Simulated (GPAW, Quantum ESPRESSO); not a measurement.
# In K ELNES/XANES of In (I4/mmm) from DFT, part 2 of 4

Aim: the In K edge of In (I4/mmm) by two routes, a Lanczos recursion (XSpectra) and a sum over empty bands (GPAW), to see which features are robust.

Quantum ESPRESSO 7.5 and GPAW 26.7.0; core-hole supercells, plane-wave PAW LDA.

So far. Step 2 (The field without a hole (Quantum ESPRESSO)): The mesh shows no gap, so the system is treated as a metal and the core electron is put at the Fermi level (neutral cell). Step 3 (Spectrum without a core hole, In atom 1 (Quantum …): Main maxima below 30 eV (height): 6.8 eV (1.13) and 23.4 eV (1.21). A K edge sees empty p states on the absorber.

## (6) Supercell with XCH, In atom 1 (Quantum ESPRESSO)

Level of this step: plane-wave PAW DFT, LDA, scalar-relativistic, self-consistent field (Quantum ESPRESSO).

The holes are 6.5 Å apart. The excited electron is kept in the cell, where it fills the lowest empty states and screens the hole.

scf.in reads:

```
&control
   calculation='scf', prefix='x', pseudo_dir='../pp', outdir='tmp', tprnfor=.true.
/
&system
   ibrav=0, nat=8, ntyp=2, nbnd=65
   ecutwfc=41, ecutrho=240
   occupations='smearing', smearing='mv', degauss=0.015
/
&electrons
   conv_thr=8.0e-08, electron_maxstep=120
   mixing_beta=0.5
/
ATOMIC_SPECIES
In0 1.0 In.lda-dn-kjpaw-1sch.UPF
In 1.0 In.lda-dn-kjpaw.UPF
CELL_PARAMETERS angstrom
  0.00000000 -6.50188000 0.00000000
  -6.50188000 0.00000000 0.00000000
  3.25094000 -3.25094000 -4.94740000
ATOMIC_POSITIONS crystal
In0  0.00000000 0.00000000 0.00000000
In   0.00000000 0.00000000 0.50000000
In   0.50000000 0.00000000 0.00000000
In   0.00000000 0.50000000 0.00000000
In   0.50000000 0.00000000 0.50000000
In   0.00000000 0.50000000 0.50000000
In   0.50000000 0.50000000 0.00000000
In   0.50000000 0.50000000 0.50000000
K_POINTS automatic
5 5 5 0 0 0
```

Command:

```sh
$ OMP_NUM_THREADS=1 mpirun --oversubscribe --bind-to none -np 8 pw.x -nk 8 -in scf.in > scf.out
```

Numbers of over 12 decimals in the logs are rounded to 6 here.

The program printed:

```text
     [... banner and references ...]
[banner, memory and clock lines left out]
using ibrav=0 with symmetry is DISCOURAGED, use correct ibrav instead

     G-vector sticks info

     bravais-lattice index     =            0
     lattice parameter (alat)  =      12.2868  a.u.
     unit-cell volume          =    1411.4046 (a.u.)^3
     number of atoms/cell      =            8
     number of atomic types    =            2
     number of electrons       =       105.00
     number of Kohn-Sham states=           65
     kinetic-energy cutoff     =      41.0000  Ry
     charge density cutoff     =     240.0000  Ry
     scf convergence threshold =      8.0E-08
     mixing beta               =       0.5000
     number of iterations used =            8  plain     mixing
     Exchange-correlation= SLA  PZ   NOGX NOGC
                           (   1   1   0   0   0   0   0)

     celldm(1)=  12.286772  celldm(2)=   0.000000  celldm(3)=   0.000000
     celldm(4)=   0.000000  celldm(5)=   0.000000  celldm(6)=   0.000000

     crystal axes: (cart. coord. in units of alat)
               a(1) = (   0.000000  -1.000000   0.000000 )
               a(2) = (  -1.000000   0.000000   0.000000 )
               a(3) = (   0.500000  -0.500000  -0.760918 )

     reciprocal axes: (cart. coord. in units 2 pi/alat)
               b(1) = (  0.000000 -1.000000  0.657101 )
               b(2) = ( -1.000000 -0.000000 -0.657101 )
               b(3) = ( -0.000000 -0.000000 -1.314201 )

     PseudoPot. #1 for In:     Pseudo is Projector augmented-wave + core cor, Zval = 14.0

     PseudoPot. #2 for In:     Pseudo is Projector augmented-wave + core cor, Zval = 13.0

[...]
iteration #  8     ecut=    41.00 Ry     beta= 0.50
     Davidson diagonalization with overlap
     ethr =  3.70E-10,  avg # of iterations =  2.0

     End of self-consistent calculation

          k = 0.0000-0.0000 0.0000 (  6195 PWs)   bands (ev):

   -11.4745 -11.4732 -11.4732 -11.4689 -11.4579  -4.6014  -4.5597  -4.5597
    -4.5297  -4.4812  -4.4723  -4.4585  -4.4549  -4.4372  -4.4372  -4.4363
    -4.4067  -4.4067  -4.3397  -4.3397  -4.3375  -4.3221  -4.2348  -4.2191
[...]
6.7548   6.8924   7.3138   7.9880   7.9880   8.0003   8.3040  13.3006
    13.3006  13.5399  14.0134  14.5880  14.5880  16.8946  16.9829  17.0044
    17.3509

     [... bands of 17 further k-points ...]

     the Fermi energy is    10.1197 ev

!    total energy              =   -3193.93136825 Ry
     total all-electron energy =    -91965.162332 Ry
     estimated scf accuracy    <       0.00000002 Ry
     smearing contrib. (-TS)   =       0.00079831 Ry
     internal energy E=F+TS    =   -3193.93216656 Ry

     The total energy is F=E-TS. E is the sum of the following terms:
     one-electron contribution =    -288.62625495 Ry
     hartree contribution      =     242.29542680 Ry
     xc contribution           =    -366.14711775 Ry
     ewald contribution        =    -709.80498695 Ry
     one-center paw contrib.   =   -2071.64923371 Ry

     convergence has been achieved in   8 iterations

     Forces acting on atoms (cartesian axes, Ry/au):

     atom    1 type  1   force =     0.00000000   -0.00000000   -0.00000000
     atom    2 type  2   force =    -0.00000000   -0.00000000    0.00000000
     atom    3 type  2   force =     0.00000000    0.00000000    0.00000000
[...]
atom    7 type  2   force =     0.00000000   -0.00000000   -0.00000000
     atom    8 type  2   force =     0.00000000    0.00000000    0.00000000

     Total force =     0.000000     Total SCF correction =     0.000000

     XML data file, charge density, pseudopotentials, collected wavefunctions
```

The job ended after 40 s (8 MPI ranks of Arm Neoverse V1, shared host; peak memory 0.17 GiB).

Energy with the hole: -1251249.777 eV, cores included.

## (7) Spectrum with XCH, In atom 1 (Quantum ESPRESSO)

The Lanczos recursion gives the spectrum without computing empty bands; each polarisation needs a run of its own on the full k mesh. xe0 is set between filled and empty states, and states below it are cut, here at the Fermi level, which holds the excited electron. The file of filecore holds the core orbital, taken from the hole-free data set.

xspectra.in reads:

```
&input_xspectra
   calculation='xanes_dipole', edge='K'
   prefix='x', outdir='tmp', xiabs=1, xe0=10.1197
   xonly_plot=.false., x_save_file='xanes.sav'
   xniter=3000, xcheck_conv=20, xerror=0.005
   xcoordcrys=.false., xepsilon(1)=1, xepsilon(2)=0, xepsilon(3)=0
/
&plot
   xnepoint=501, xemin=-10, xemax=70, terminator=.true., cut_occ_states=.true.
   xgamma=0.4
/
&pseudos
   filecore='../In.wfc'
/
&cut_occ
   cut_desmooth=0.1, cut_stepl=0.05, cut_stepu=0.05, cut_ierror=1e-5
/
5 5 5 0 0 0
```

xspectra_1.in, as its differences from xspectra.in of step 7:

```diff
@@ -5,3 +5,3 @@
    xniter=3000, xcheck_conv=20, xerror=0.005
-   xcoordcrys=.false., xepsilon(1)=1, xepsilon(2)=0, xepsilon(3)=0
+   xcoordcrys=.false., xepsilon(1)=0, xepsilon(2)=0, xepsilon(3)=1
 /
```

Command:

```sh
$ OMP_NUM_THREADS=1 mpirun --oversubscribe --bind-to none -np 8 xspectra.x -nk 8 -in xspectra.in > xspectra.out
```

The program printed:

```text
     [... banner and references ...]
Reading input_file

     calculation: xanes_dipole

     xepsilon  [cartesian coordinates]:   1.000000   0.000000   0.000000

     xonly_plot: FALSE
        => complete calculation: Lanczos + spectrum plot

     filecore (core-wavefunction file): ../In.wfc

     main plot parameters:
        cut_occ_states: TRUE
        gamma_mode:  constant
        -> using xgamma [eV]:  0.40
        xemin [eV]: -10.00
        xemax [eV]:  70.00
        xnepoint:  501
        xe0 [eV]:  10.119700 (energy zero read in input file)

     WARNING: variable ef_r is obsolete

                      Reading SCF save directory: x.save

     tmp/x.save/

     Exchange-correlation= PZ
                           (   1   1   0   0   0   0   0)

     G-vector sticks info

                           Getting the Fermi energy

     From SCF save directory:
        ehomo [eV]:   10.4473 (highest occupied level)
        elumo [eV]:   10.4961 (lowest occupied level)
        ef    [eV]:   10.4473

     -> ef (in eV) will be written in x_save_file

                           Energy zero of the spectrum

     -> ef will NOT be used as energy zero of the spectrum
       (because xe0 read in input file)

     G-vector sticks info

     bravais-lattice index     =            0
     lattice parameter (alat)  =      12.2868  a.u.
     unit-cell volume          =    1411.4046 (a.u.)^3
     number of atoms/cell      =            8
     number of atomic types    =            2
     number of electrons       =       105.00
     number of Kohn-Sham states=           65
     kinetic-energy cutoff     =      41.0000  Ry
     charge density cutoff     =     240.0000  Ry
     Exchange-correlation= PZ
                           (   1   1   0   0   0   0   0)

     celldm(1)=  12.286772  celldm(2)=   0.000000  celldm(3)=   0.000000
     celldm(4)=   0.000000  celldm(5)=   0.000000  celldm(6)=   0.000000

     crystal axes: (cart. coord. in units of alat)
               a(1) = (   0.000000  -1.000000   0.000000 )
               a(2) = (  -1.000000   0.000000   0.000000 )
               a(3) = (   0.500000  -0.500000  -0.760918 )

     reciprocal axes: (cart. coord. in units 2 pi/alat)
               b(1) = (  0.000000 -1.000000  0.657101 )
               b(2) = ( -1.000000 -0.000000 -0.657101 )
               b(3) = ( -0.000000 -0.000000 -1.314201 )

     PseudoPot. #1 for In:     Pseudo is Projector augmented-wave + core cor, Zval = 14.0

     PseudoPot. #2 for In:     Pseudo is Projector augmented-wave + core cor, Zval = 13.0

     atomic species   valence    mass     pseudopotential
     In0              14.00     1.00000     In( 1.00)
     In               13.00     1.00000     In( 1.00)

     16 Sym. Ops., with inversion, found

   Cartesian axes

     site n.     atom                  positions (alat units)
         1        In0    tau(   1) = (   0.0000000   0.0000000   0.0000000  )
         2        In     tau(   2) = (   0.2500000  -0.2500000  -0.3804592  )
         3        In     tau(   3) = (   0.0000000  -0.5000000   0.0000000  )
         4        In     tau(   4) = (  -0.5000000   0.0000000   0.0000000  )
         5        In     tau(   5) = (   0.2500000  -0.7500000  -0.3804592  )
         6        In     tau(   6) = (  -0.2500000  -0.2500000  -0.3804592  )
         7        In     tau(   7) = (  -0.5000000  -0.5000000   0.0000000  )
         8        In     tau(   8) = (  -0.2500000  -0.7500000  -0.3804592  )

     number of k points=   125  Marzari-Vanderbilt smearing, width (Ry)=  0.0150

     Number of k-points >= 100: set verbosity='high' to print them.

     Dense  grid:    88655 G-vectors     FFT dimensions: (  64,  64,  64)

     Smooth grid:    49867 G-vectors     FFT dimensions: (  54,  54,  54)

     The potential is recalculated from file :
     tmp/x.save/charge-density

     Starting wfcs are   72 atomic wfcs
     Checking if some PAW data can be deallocated...

               Reading core wavefunction file for the absorbing atom

     ../In.wfc successfully read

                              Attributing the PAW radii
                     for the absorbing atom [units: Bohr radius]

        PAW proj 1: r_paw(l= 0)= 3.00  (1.5*r_cut)
        PAW proj 2: r_paw(l= 0)= 3.00  (1.5*r_cut)
        PAW proj 3: r_paw(l= 1)= 3.75  (1.5*r_cut)
        PAW proj 4: r_paw(l= 1)= 3.75  (1.5*r_cut)
        PAW proj 5: r_paw(l= 2)= 2.55  (1.5*r_cut)
        PAW proj 6: r_paw(l= 2)= 2.55  (1.5*r_cut)

        NB: The calculation will not necessary use all these r_paw values.
            - For a edge in the electric-dipole approximation,
              only the r_paw(l=1) values are used.
            - For a K edge in the electric-quadrupole approximation,
              only the r_paw(l=2) values are used.

            - For a L2 or L3 edge in the electric-quadrupole approximation,

              all projectors (s, p and d) are used.

                          Starting XANES calculation
                     in the electric dipole approximation

     Method of calculation based on the Lanczos recursion algorithm
        - STEP 1: Construction of a kpoint-dependent Lanczos basis,
          in which the Hamiltonian is tridiagonal (each 'iter'
          corresponds to the calculation of one more Lanczos vector)
        - STEP 2: Calculation of the cross-section as a continued fraction
          averaged over the k-points.

     ... Begin STEP 1 ...

        Radial transition matrix element(s) used in the calculation of the
        initial vector of the Lanczos basis (|tilde{phi}_abs> normalized)
        | For PAW proj. (l=1) #1: radial matrix element =   0.001086855
        | For PAW proj. (l=1) #2: radial matrix element =   0.001539372

NB: the    16 k-point are not all listed below because npool=  8
        |-------------------------------------------------------------
        ! k-point #     1:  ( 0.0000, -0.0000,  0.0000),  0.0160,   1
        |-------------------------------------------------------------
 okvan= T
        |   Norm of the initial Lanczos vector: 0.18409553E-02
        |   Estimated error at iter     20:   1.01180598
        |   Estimated error at iter     40:   0.51805900
        |   Estimated error at iter     60:   0.27972877
        |   Estimated error at iter     80:   0.35287757
        |   Estimated error at iter    100:   0.21168745
[...]
!   => CONVERGED at iter    280 with error=  0.00189257
        |-------------------------------------------------------------
        ! k-point #     2:  ( 0.0000, -0.0000, -0.2628),  0.0160,   1
        |-------------------------------------------------------------
 okvan= T
        |   Norm of the initial Lanczos vector: 0.18409554E-02
[...]
!   => CONVERGED at iter    340 with error=  0.00458061
        |-------------------------------------------------------------
     [... 13 further k-points ...]
        ! k-point #    16:  (-0.6000, -0.0000, -0.3943),  0.0160,   1
        |-------------------------------------------------------------
 okvan= T
        |   Norm of the initial Lanczos vector: 0.18409554E-02
[...]
|   Estimated error at iter    460:   0.00961823
        |   Estimated error at iter    480:   0.00982389
        |   Estimated error at iter    500:   0.00714132
        !   => CONVERGED at iter    520 with error=  0.00434241

     Results of STEP 1 successfully written in x_save_file
     x_save_file name:
     ->  xanes.sav
     x_save_file version:  2

     ... End STEP 1 ...

     ... Begin STEP 2 ...

     The spectrum is calculated using the following parameters:
        xe0 [eV]:   10.1197
        the occupied states are elimintate from the spectrum
        xemin [eV]: -10.00
        xemax [eV]:  70.00
        xnepoint:  501
        constant broadening parameter [eV]:    0.400
        Core level energy [eV]: -0.2794E+05
         (from electron binding energy of neutral atoms in X-ray data booklet)

     Cross-section successfully written in xanes.dat

     ... End STEP 2 ...

                                END JOB XSpectra
```

Wall time 2.8 min (8 MPI ranks); peak memory 0.13 GiB.

The In K spectrum, In atom 1, excited-electron core hole (neutral cell) (energy from the energy zero of the input (xe0, at the border of filled and empty states); intensity scaled to a mean of 1 over the first 20 eV; folded afterwards to Lorentzian half width 3.96 eV; the points at xe0, where the cut of filled states can leave a spike, are interpolated; polarised curves are means over the symmetry-equivalent atoms):

| E (eV) | isotropic | ε ⊥ c | ε ∥ c |
| --- | --- | --- | --- |
| -2.0 | 0.54 | 0.53 | 0.56 |
| -1.5 | 0.60 | 0.59 | 0.63 |
| -1.0 | 0.67 | 0.66 | 0.69 |
| -0.5 | 0.74 | 0.72 | 0.76 |
| 0.0 | 0.81 | 0.79 | 0.84 |
| 0.5 | 0.88 | 0.86 | 0.91 |
| 1.0 | 0.94 | 0.93 | 0.97 |
| 1.5 | 1.00 | 0.99 | 1.03 |
| 2.0 | 1.06 | 1.04 | 1.09 |
| 2.5 | 1.10 | 1.09 | 1.13 |
| 3.0 | 1.14 | 1.12 | 1.17 |
| 3.5 | 1.17 | 1.15 | 1.19 |
| 4.0 | 1.18 | 1.17 | 1.20 |
| 4.5 | 1.19 | 1.18 | 1.21 |
| 5.0 | 1.19 | 1.18 | 1.20 |
| 5.5 | 1.18 | 1.18 | 1.18 |
| 6.0 | 1.17 | 1.17 | 1.16 |
| 6.5 | 1.15 | 1.15 | 1.14 |
| 7.0 | 1.13 | 1.13 | 1.11 |
| 7.5 | 1.10 | 1.11 | 1.08 |
| 8.0 | 1.08 | 1.09 | 1.05 |
| 8.5 | 1.05 | 1.06 | 1.03 |
| 9.0 | 1.03 | 1.04 | 1.00 |
| 9.5 | 1.00 | 1.02 | 0.98 |
| 10.0 | 0.98 | 0.99 | 0.95 |
| 10.5 | 0.96 | 0.97 | 0.93 |
| 11.0 | 0.94 | 0.95 | 0.92 |
| 11.5 | 0.92 | 0.93 | 0.90 |
| 12.0 | 0.90 | 0.91 | 0.89 |
| 12.5 | 0.89 | 0.89 | 0.89 |
| 13.0 | 0.88 | 0.88 | 0.88 |
| 13.5 | 0.88 | 0.87 | 0.88 |
| 14.0 | 0.87 | 0.87 | 0.89 |
| 14.5 | 0.87 | 0.86 | 0.89 |
| 15.0 | 0.88 | 0.86 | 0.90 |
| 15.5 | 0.88 | 0.87 | 0.91 |
| 16.0 | 0.89 | 0.88 | 0.92 |
| 16.5 | 0.90 | 0.89 | 0.93 |
| 17.0 | 0.92 | 0.90 | 0.95 |
| 17.5 | 0.93 | 0.91 | 0.96 |
| 18.0 | 0.95 | 0.93 | 0.98 |
| 18.5 | 0.96 | 0.95 | 0.99 |
| 19.0 | 0.98 | 0.96 | 1.00 |
| 19.5 | 0.99 | 0.98 | 1.02 |
| 20.0 | 1.01 | 1.00 | 1.03 |
| 20.5 | 1.02 | 1.01 | 1.03 |
| 21.0 | 1.02 | 1.02 | 1.04 |
| 21.5 | 1.03 | 1.03 | 1.04 |
| 22.0 | 1.03 | 1.03 | 1.03 |
| 22.5 | 1.03 | 1.03 | 1.02 |
| 23.0 | 1.02 | 1.03 | 1.00 |
| 23.5 | 1.01 | 1.02 | 0.99 |
| 24.0 | 1.00 | 1.01 | 0.97 |
| 24.5 | 0.98 | 1.00 | 0.95 |
| 25.0 | 0.97 | 0.99 | 0.93 |
| 25.5 | 0.95 | 0.97 | 0.92 |
| 26.0 | 0.94 | 0.96 | 0.91 |
| 26.5 | 0.92 | 0.94 | 0.90 |
| 27.0 | 0.91 | 0.92 | 0.89 |
| 27.5 | 0.90 | 0.91 | 0.89 |
| 28.0 | 0.89 | 0.89 | 0.88 |
| 28.5 | 0.88 | 0.88 | 0.88 |
| 29.0 | 0.88 | 0.87 | 0.88 |
| 29.5 | 0.87 | 0.87 | 0.88 |
| 30.0 | 0.87 | 0.87 | 0.88 |
| 30.5 | 0.87 | 0.87 | 0.88 |
| 31.0 | 0.87 | 0.87 | 0.88 |
| 31.5 | 0.87 | 0.87 | 0.88 |
| 32.0 | 0.87 | 0.88 | 0.87 |

Main maxima below 30 eV (height): 4.7 eV (1.19) and 21.8 eV (1.03). 

## (8) Ground state of the crystal (GPAW)

The second program starts from its own ground state, on the same cell and functional.

scf.py reads:

```python
import numpy as np
from ase import Atoms
from ase.parallel import parprint, paropen
from gpaw import GPAW, PW, FermiDirac, Mixer, MixerDif, setup_paths
from gpaw.test import gen
setup_paths.insert(0, '.')
gen('In', name='nch1s', xcname='LDA', corehole=(1, 0, 0), write_xml=True)
from gpaw.mpi import world
world.barrier()

atoms = Atoms('In',
    cell=[[-1.62547, 1.62547, 2.4737],
     [1.62547, -1.62547, 2.4737],
     [1.62547, 1.62547, -2.4737]],
    scaled_positions=[[0, 0, 0]],
    pbc=True)
atoms.calc = calc = GPAW(legacy_gpaw=True, mode=PW(500, force_complex_dtype=True), xc='LDA', setups={0: 'nch1s'},
    kpts={'size': (11, 11, 11), 'gamma': True}, occupations=FermiDirac(0.05),
    charge=0, mixer=Mixer(0.1, 5, 50), maxiter=150,
    convergence={'density': 0.0001, 'eigenstates': 1e-6}, txt='scf.txt')
energy = atoms.get_potential_energy() + calc.get_reference_energy()
ef = calc.get_fermi_level()
out = dict(energy=energy, fermi=ef, forces=atoms.get_forces().tolist())
parprint(f'all-electron energy {energy:.4f} eV, Fermi level {ef:.4f} eV')
ev = np.array([[calc.get_eigenvalues(k, s) for k in range(len(calc.get_ibz_k_points()))] for s in range(calc.get_number_of_spins())])
out['homo'], out['lumo'], out['counts'] = ev[ev < ef].max(), ev[ev > ef].min(), sorted(set((ev < ef).sum((0, 2)).tolist()))
out['filled'] = (ev[:, 0] < ef).sum(1).tolist()
import json
with paropen('out.json', 'w') as f:
    json.dump(out, f)
```

Command:

```sh
$ OMP_NUM_THREADS=1 mpirun -n 8 gpaw python scf.py
```

The program printed:

```text
Input parameters:
  convergence: {density: 0.0001,
                eigenstates: 1e-06}
  kpts: {gamma: True,
         size: (11, 11, 11)}
  maxiter: 150
  mixer: {backend: pulay,
          beta: 0.1,
          method: separate,
          nmaxold: 5,
          weight: 50}
  mode: {ecut: 500.0,
         force_complex_dtype: True,
         name: pw}
  occupations: {fixmagmom: False,
                name: fermi-dirac,
[...]
*s    :     0.688594
5p(1) :    -0.099218     1.008179
*p    :     0.900782
4d(10):    -0.688051     0.308169
*d    :     0.311949
--------------------------------

Diagonalizing with gridspacing h=0.050

state   all-electron     PAW
-------------------------------
5s:      -0.311406    -0.312130
5p:      -0.099218    -0.099945
4d:      -0.688051    -0.689005
*f:                    0.063553
-------------------------------
all-electron energy -159837.7103 eV, Fermi level 6.6330 eV
[key lines of the parts left out:]
Converged after 10 iterations.
Dipole moment: (0.000000, -0.000000, -0.000000) |e|*Ang
Free energy:     -3.421882
Fermi level: 6.63301
```

Wall time 6.2 s (8 MPI ranks); peak memory 0.15 GiB; 49 s of CPU time.

The mesh shows no gap, so the system is treated as a metal and the core electron is put at the Fermi level (neutral cell).

(Continued in part 3 of 4.)

[Banner, clock and machine lines of the logs are left out without a mark of their own.]

[Logs are printed without paths, hosts, clocks, repeated set-up lines and the standing remarks that a program may print on its own settings, such as how far it seeks lower states.]

[Hosts, paths, dates, database ids (printed as entryN), source tags and the programs' standing remarks are cut or masked in the printed files.]

[Lists of maxima count a maximum above −3 eV only where it reaches 4 % of the highest in the window and stands out from its surroundings by 2 % of it (1.5 % where it reaches 55 %); shoulders and weaker maxima are passed over, and of the rest the first, up to two pre-edge ones and the few strongest are named.]
